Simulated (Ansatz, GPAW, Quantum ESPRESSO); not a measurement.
# Simulated XPS, UPS and emission spectra of TiTe2, part 4 of 10

Wanted: projected DOS of TiTe2, weighted into photoemission and X-ray emission spectra, at several levels of theory.

From the literature, measured:
- Band energy, bonding Te 5pxy band along Gamma-A, energy below the Fermi level (non-dispersive, spin-orbit split peak): 1.7 eV (angle-resolved photoemission at normal emission, photon energies 11.5-33 eV; cleaved single crystal; weak peak, vanishing in the middle of the final-state energy range; spin-orbit split, but a single approximate energy is given for the pair). “Three-dimensional band structure of layered TiTe2: Photoemission final-state effects”, 2006, arxiv:cond-mat/0604285.

Ansatz 0.2.0, Quantum ESPRESSO 7.5 and GPAW 26.7.0; DFT, PBE, plane-wave PAW, default files, scalar-relativistic (the session's first sound run).

So far. Step 2 (The base run): At the Fermi level the DOS is 1.43 states/eV a cell, and on the broadened curves Ti 3d holds 69 % of the total there.

**6. The same cell in Quantum ESPRESSO**

This step: DFT, PBE, plane waves, ultrasoft GBRV pseudopotentials, scalar-relativistic (Quantum ESPRESSO 7.5).

The main run's cell is run in Quantum ESPRESSO, with other potentials, to see which digits hang on the program.

File scf.in:

```
&control
  calculation = 'scf'
  prefix = 'pes'
  outdir = './tmp'
  pseudo_dir = './pp'
  tprnfor = .true.
  tstress = .true.
/
&system
  ibrav = 0
  nat = 3
  ntyp = 2
  ecutwfc = 40.0
  ecutrho = 200.0
  occupations = 'smearing'
  nbnd = 22
  smearing = 'fd'
  degauss = 0.00147
/
&electrons
  conv_thr = 3e-09
  mixing_beta = 0.5
  electron_maxstep = 120
/
ATOMIC_SPECIES
Te 127.6000 te_pbe_v1.uspp.F.UPF
Ti 47.8670 ti_pbe_v1.4.uspp.F.UPF
CELL_PARAMETERS angstrom
 3.777000000 0.000000000 0.000000000
 -1.888500000 3.270977950 0.000000000
 0.000000000 0.000000000 6.498000000
ATOMIC_POSITIONS crystal
Te 0.333333333 0.666666667 0.737200000
Te 0.666666667 0.333333333 0.262800000
Ti 0.000000000 0.000000000 0.000000000
K_POINTS automatic
12 12 4 0 0 0
```

On the command line:

```bash
OMP_NUM_THREADS=1 mpirun -n 2 pw.x -nk 2 -in scf.in > scf.out
```

The log of the run:

```text
Program PWSCF v.7.5 starts

     This program is part of the open-source Quantum ESPRESSO suite
     for quantum simulation of materials; please cite
         "P. Giannozzi et al., J. Phys.:Condens. Matter 21 395502 (2009);
         "P. Giannozzi et al., J. Phys.:Condens. Matter 29 465901 (2017);
         "P. Giannozzi et al., J. Chem. Phys. 152 154105 (2020);
          URL
     in publications or presentations arising from this work. More details at

     Parallel version (MPI & OpenMP), running on       2 processor cores
     Number of MPI processes:                 2
     Threads/MPI process:                     1

     MPI processes distributed on     1 nodes
     48311 MiB available memory on the printing compute node when the environment starts

     Current dimensions of program PWSCF are:
     Max number of different atomic species (ntypx) = 10
     Max number of k-points (npk) =  40000
     Max angular momentum in pseudopotentials (lmaxx) =  4
     Message from routine setup:
     using ibrav=0 with symmetry is DISCOURAGED, use correct ibrav instead

     K-points division:     npool     =       2
     Subspace diagonalization in iterative solution of the eigenvalue problem:
     a serial algorithm will be used

     G-vector sticks info
     --------------------
     sticks:   dense  smooth     PW     G-vecs:    dense   smooth      PW
     Sum         703     559    163                25801    18571    3069

     Using Slab Decomposition

     bravais-lattice index     =            0
     lattice parameter (alat)  =       7.1375  a.u.
     unit-cell volume          =     541.7525 (a.u.)^3
     number of atoms/cell      =            3
     number of atomic types    =            2
     number of electrons       =        24.00
     number of Kohn-Sham states=           22
     kinetic-energy cutoff     =      40.0000  Ry
     charge density cutoff     =     200.0000  Ry
     scf convergence threshold =      3.0E-09
     mixing beta               =       0.5000
     number of iterations used =            8  plain     mixing
     Exchange-correlation=  SLA  PW   PBX  PBC
                           (   1   4   3   4   0   0   0)

     celldm(1)=   7.137496  celldm(2)=   0.000000  celldm(3)=   0.000000
     celldm(4)=   0.000000  celldm(5)=   0.000000  celldm(6)=   0.000000

     crystal axes: (cart. coord. in units of alat)
               a(1) = (   1.000000   0.000000   0.000000 )
               a(2) = (  -0.500000   0.866025   0.000000 )
               a(3) = (   0.000000   0.000000   1.720413 )

     reciprocal axes: (cart. coord. in units 2 pi/alat)
               b(1) = (  1.000000  0.577350 -0.000000 )
               b(2) = (  0.000000  1.154701  0.000000 )
               b(3) = (  0.000000 -0.000000  0.581256 )

     PseudoPot. # 1 for Te read from file:
     ./pp/te_pbe_v1.uspp.F.UPF
     Pseudo is Ultrasoft + core correction, Zval =  6.0
     Generated by new atomic code, or converted to UPF format
     Using radial grid of  891 points,  5 beta functions with:
                l(1) =   0
                l(2) =   0
                l(3) =   1
                l(4) =   1
                l(5) =   2
     Q(r) pseudized with  6 coefficients,  rinner =    1.800   1.800   1.800
                                                       1.800   1.800

     PseudoPot. # 2 for Ti read from file:
     ./pp/ti_pbe_v1.4.uspp.F.UPF
     Pseudo is Ultrasoft + core correction, Zval = 12.0
     Generated by new atomic code, or converted to UPF format
     Using radial grid of  851 points,  6 beta functions with:
                l(1) =   0
                l(2) =   0
                l(3) =   1
                l(4) =   1
                l(5) =   2
                l(6) =   2
     Q(r) pseudized with  6 coefficients,  rinner =    1.000   1.000   1.000
                                                       1.000   1.000

     atomic species   valence    mass     pseudopotential
     Te                6.00   127.60000     Te( 1.00)
     Ti               12.00    47.86700     Ti( 1.00)

     12 Sym. Ops., with inversion, found

   Cartesian axes

     site n.     atom                  positions (alat units)
         1        Te     tau(   1) = (  -0.0000000   0.5773503   1.2682885  )
         2        Te     tau(   2) = (   0.5000000   0.2886751   0.4521245  )
         3        Ti     tau(   3) = (   0.0000000   0.0000000   0.0000000  )

     number of k points=    69  Fermi-Dirac smearing, width (Ry)=  0.0015
                       cart. coord. in units 2pi/alat
        k(    1) = (   0.0000000   0.0000000   0.0000000), wk =   0.0034722
        k(    2) = (   0.0000000   0.0000000   0.1453139), wk =   0.0069444
        k(    3) = (   0.0000000   0.0000000  -0.2906279), wk =   0.0034722
        k(    4) = (   0.0000000   0.0962250   0.0000000), wk =   0.0208333
        k(    5) = (   0.0000000   0.0962250   0.1453139), wk =   0.0208333
        k(    6) = (   0.0000000   0.0962250  -0.2906279), wk =   0.0208333
        k(    7) = (   0.0000000   0.1924501   0.0000000), wk =   0.0208333
        k(    8) = (   0.0000000   0.1924501   0.1453139), wk =   0.0208333
        k(    9) = (   0.0000000   0.1924501  -0.2906279), wk =   0.0208333
        k(   10) = (   0.0000000   0.2886751   0.0000000), wk =   0.0208333
        k(   11) = (   0.0000000   0.2886751   0.1453139), wk =   0.0208333
        k(   12) = (   0.0000000   0.2886751  -0.2906279), wk =   0.0208333
        k(   13) = (   0.0000000   0.3849002   0.0000000), wk =   0.0208333
        k(   14) = (   0.0000000   0.3849002   0.1453139), wk =   0.0208333
        k(   15) = (   0.0000000   0.3849002  -0.2906279), wk =   0.0208333
        k(   16) = (   0.0000000   0.4811252   0.0000000), wk =   0.0208333
[...]
k(   62) = (   0.0000000   0.4811252  -0.1453139), wk =   0.0208333
        k(   63) = (  -0.0833333   0.2405626  -0.1453139), wk =   0.0416667
        k(   64) = (  -0.0833333   0.3367877  -0.1453139), wk =   0.0416667
        k(   65) = (  -0.0833333   0.4330127  -0.1453139), wk =   0.0416667
        k(   66) = (  -0.0833333   0.5292377  -0.1453139), wk =   0.0416667
        k(   67) = (  -0.1666667   0.3849002  -0.1453139), wk =   0.0416667
        k(   68) = (  -0.1666667   0.4811252  -0.1453139), wk =   0.0416667
        k(   69) = (  -0.2500000   0.5292377  -0.1453139), wk =   0.0416667

     Dense  grid:    25801 G-vectors     FFT dimensions: (  36,  36,  60)

     Smooth grid:    18571 G-vectors     FFT dimensions: (  30,  30,  50)

     Estimated max dynamical RAM per process >      88.25 MB

[...]
-49.5003 -25.7670 -25.7590 -25.7123  -4.1363  -2.7844   3.1136   5.6075
     6.3353   6.7341   7.7108   8.0877   8.2731   9.0495   9.2701  10.7108
    11.0116  14.0592  14.9139  15.5493  16.1960  16.5531

          k = 0.0000 0.1925 0.1453 (  2308 PWs)   bands (ev):

   -49.5003 -25.7670 -25.7590 -25.7123  -3.9811  -3.0488   3.6649   5.5605
     6.4182   6.7642   7.0738   7.5574   8.4309   9.2024   9.2981  10.5078
    11.2652  14.3926  14.8856  15.6267  15.9312  16.3345

          k = 0.0000 0.1925-0.2906 (  2316 PWs)   bands (ev):

[...]
10.9622  14.0281  14.9077  15.4503  16.4214  16.7601

          k = 0.0000 0.2887 0.0000 (  2308 PWs)   bands (ev):

[...]
11.1139  13.7235  14.5485  14.8749  16.3072  16.3943

          k = 0.0000 0.2887 0.1453 (  2306 PWs)   bands (ev):

[...]
11.1449  13.8730  14.3464  14.7762  16.3356  16.6141

          k = 0.0000 0.2887-0.2906 (  2310 PWs)   bands (ev):

[...]
10.7015  13.4036  14.0925  15.5121  15.8395  17.5083

          k = 0.0000 0.3849 0.0000 (  2306 PWs)   bands (ev):

[...]
11.2291  13.4683  13.8421  14.3091  15.7888  16.4549

          k = 0.0000 0.3849 0.1453 (  2315 PWs)   bands (ev):

[...]
11.3593  12.8587  13.9273  14.2153  15.7812  16.3740

          k = 0.0000 0.3849-0.2906 (  2320 PWs)   bands (ev):

[...]
10.5978  12.8609  13.2580  14.5666  15.5493  17.5762

          k = 0.0000 0.4811 0.0000 (  2318 PWs)   bands (ev):

[...]
11.3055  13.4083  13.5639  14.0372  15.3638  16.4658

          k = 0.0000 0.4811 0.1453 (  2315 PWs)   bands (ev):

[...]
k = 0.0000 0.4811-0.2906 (  2324 PWs)   bands (ev):

[...]
k = 0.0000-0.5774 0.0000 (  2300 PWs)   bands (ev):

[...]
k = 0.0000-0.5774 0.1453 (  2314 PWs)   bands (ev):

[...]
k = 0.0000-0.5774-0.2906 (  2348 PWs)   bands (ev):

[...]
k = 0.0833 0.1443 0.0000 (  2325 PWs)   bands (ev):

[...]
k = 0.0833 0.1443 0.1453 (  2311 PWs)   bands (ev):

[...]
k = 0.0833 0.1443-0.2906 (  2310 PWs)   bands (ev):

[...]
k = 0.0833 0.2406 0.0000 (  2311 PWs)   bands (ev):

[...]
k = 0.0833 0.2406 0.1453 (  2310 PWs)   bands (ev):

[...]
k = 0.0833 0.2406-0.2906 (  2314 PWs)   bands (ev):

[...]
k = 0.0833 0.3368-0.2906 (  2304 PWs)   bands (ev):

[...]
k = 0.0833 0.4330-0.2906 (  2318 PWs)   bands (ev):

[...]
k = 0.0833 0.5292-0.2906 (  2318 PWs)   bands (ev):

[...]
k = 0.1667 0.2887-0.2906 (  2298 PWs)   bands (ev):

[...]
k = 0.1667 0.3849-0.2906 (  2302 PWs)   bands (ev):

[...]
k = 0.1667 0.4811-0.2906 (  2312 PWs)   bands (ev):

[...]
k = 0.1667 0.5774 0.0000 (  2316 PWs)   bands (ev):

[...]
k = 0.1667 0.5774 0.1453 (  2317 PWs)   bands (ev):

[...]
k = 0.1667 0.5774-0.2906 (  2330 PWs)   bands (ev):

[...]
k = 0.2500 0.4330 0.0000 (  2325 PWs)   bands (ev):

[...]
k = 0.2500 0.4330 0.1453 (  2320 PWs)   bands (ev):

[...]
k = 0.2500 0.4330-0.2906 (  2304 PWs)   bands (ev):

[...]
k = 0.2500 0.5292 0.0000 (  2331 PWs)   bands (ev):

[...]
k = 0.2500 0.5292 0.1453 (  2323 PWs)   bands (ev):

[...]
k = 0.2500 0.5292-0.2906 (  2320 PWs)   bands (ev):

[...]
k = 0.3333 0.5774 0.0000 (  2337 PWs)   bands (ev):

[...]
k = 0.3333 0.5774 0.1453 (  2337 PWs)   bands (ev):

[...]
k = 0.3333 0.5774-0.2906 (  2328 PWs)   bands (ev):

[...]
k = 0.0000 0.0962-0.1453 (  2305 PWs)   bands (ev):

[...]
k = 0.0000 0.1925-0.1453 (  2308 PWs)   bands (ev):

[...]
k = 0.0000 0.2887-0.1453 (  2306 PWs)   bands (ev):

[...]
k = 0.0000 0.3849-0.1453 (  2315 PWs)   bands (ev):

[...]
k = 0.0000 0.4811-0.1453 (  2315 PWs)   bands (ev):

[...]
k =-0.0833 0.2406-0.1453 (  2310 PWs)   bands (ev):

[...]
k =-0.0833 0.3368-0.1453 (  2311 PWs)   bands (ev):

[...]
k =-0.0833 0.4330-0.1453 (  2315 PWs)   bands (ev):

[...]
10.7924  12.8456  13.5439  15.2887  15.4653  16.1495

          k =-0.0833 0.5292-0.1453 (  2321 PWs)   bands (ev):

   -49.4981 -25.7968 -25.7679 -25.7055  -2.7495  -2.4032   3.0669   3.8579
     5.2977   5.9123   6.5463   6.6489   8.2251   9.1750   9.4929  10.4199
    10.7521  12.7690  13.4976  14.8733  15.1641  15.6665

          k =-0.1667 0.3849-0.1453 (  2313 PWs)   bands (ev):

   -49.4986 -25.7879 -25.7687 -25.7069  -3.1078  -2.5291   3.8592   4.2223
     5.2255   5.7009   6.2073   6.8889   8.4627   9.2468   9.4938   9.9725
    10.9416  13.5781  14.3000  14.8579  15.9230  16.7552

          k =-0.1667 0.4811-0.1453 (  2318 PWs)   bands (ev):

   -49.4981 -25.7930 -25.7718 -25.7055  -2.7809  -2.3885   3.4089   3.9854
     5.2373   5.5816   6.0083   6.5917   8.5004   9.2653   9.4350  10.0569
    10.7956  13.3048  14.2111  14.6042  15.5298  16.3536

          k =-0.2500 0.5292-0.1453 (  2323 PWs)   bands (ev):

   -49.4978 -25.7907 -25.7787 -25.7047  -2.5378  -2.3562   3.5796   4.0324
     4.6363   5.4374   5.7683   6.2146   8.7984   9.2319   9.2635  10.1850
    10.7523  12.9256  14.3040  15.0307  16.2808  17.2843

     the Fermi energy is     8.0397 ev

!    total energy              =    -172.40317734 Ry
     estimated scf accuracy    <          3.5E-11 Ry
     smearing contrib. (-TS)   =      -0.00015357 Ry
     internal energy E=F+TS    =    -172.40302377 Ry

     The total energy is F=E-TS. E is the sum of the following terms:
     one-electron contribution =     -80.78499692 Ry
     hartree contribution      =      48.26157449 Ry
     xc contribution           =     -46.97510058 Ry
     ewald contribution        =     -92.90450077 Ry

     convergence has been achieved in  13 iterations

     negative rho (up, down):  1.191E-03 0.000E+00

     Forces acting on atoms (cartesian axes, Ry/au):

     atom    1 type  1   force =    -0.00000000   -0.00000000   -0.00150904
     atom    2 type  1   force =     0.00000000    0.00000000    0.00150904
     atom    3 type  2   force =     0.00000000    0.00000000    0.00000000

     Total force =     0.002134     Total SCF correction =     0.000006

     Computing stress (Cartesian axis) and pressure

     negative rho (up, down):  1.191E-03 0.000E+00
          total   stress  (Ry/bohr**3)                   (kbar)     P=        9.56
   0.00005050   0.00000000   0.00000000            7.43        0.00        0.00
   0.00000000   0.00005050   0.00000000            0.00        7.43        0.00
  -0.00000000  -0.00000000   0.00009404           -0.00       -0.00       13.83

     XML data file, charge density, pseudopotentials, collected wavefunctions

     Called by init_run:

     Called by electrons:

     Called by c_bands:

     Called by *egterg:

     Called by h_psi:
                                        0.00s GPU  (    1571 calls)

     General routines

     Parallel routines

=------------------------------------------------------------------------------=
   JOB DONE.
=------------------------------------------------------------------------------=
```

Wall time 34 s (2 MPI ranks of Arm Neoverse V1, shared host).

This step gave:

| Property | Result |
| --- | --- |
| free energy | -2345.6647 eV |
| Fermi energy | 8.040 eV |
| pressure | 0.9560 GPa |

The run ends at a pressure of 0.96 GPa, with forces up to 0.039 eV/Å.

[end of part 4 of 10]

[Logs are printed without paths, hosts, clocks, repeated set-up lines and the standing remarks that a program may print on its own settings, such as how far it seeks lower states.]

[Hosts, paths, dates, database ids (printed as entryN), source tags and the programs' standing remarks are cut or masked in the printed files.]

[Maps of the electrostatic potential energy from Ansatz leave out the sawtooth potential of an applied field or a dipole correction, so their vacuum need not be flat; work functions include it.]

[Peak lists hold at most the 14 tallest peaks of each spectrum; further lines can be left out.]
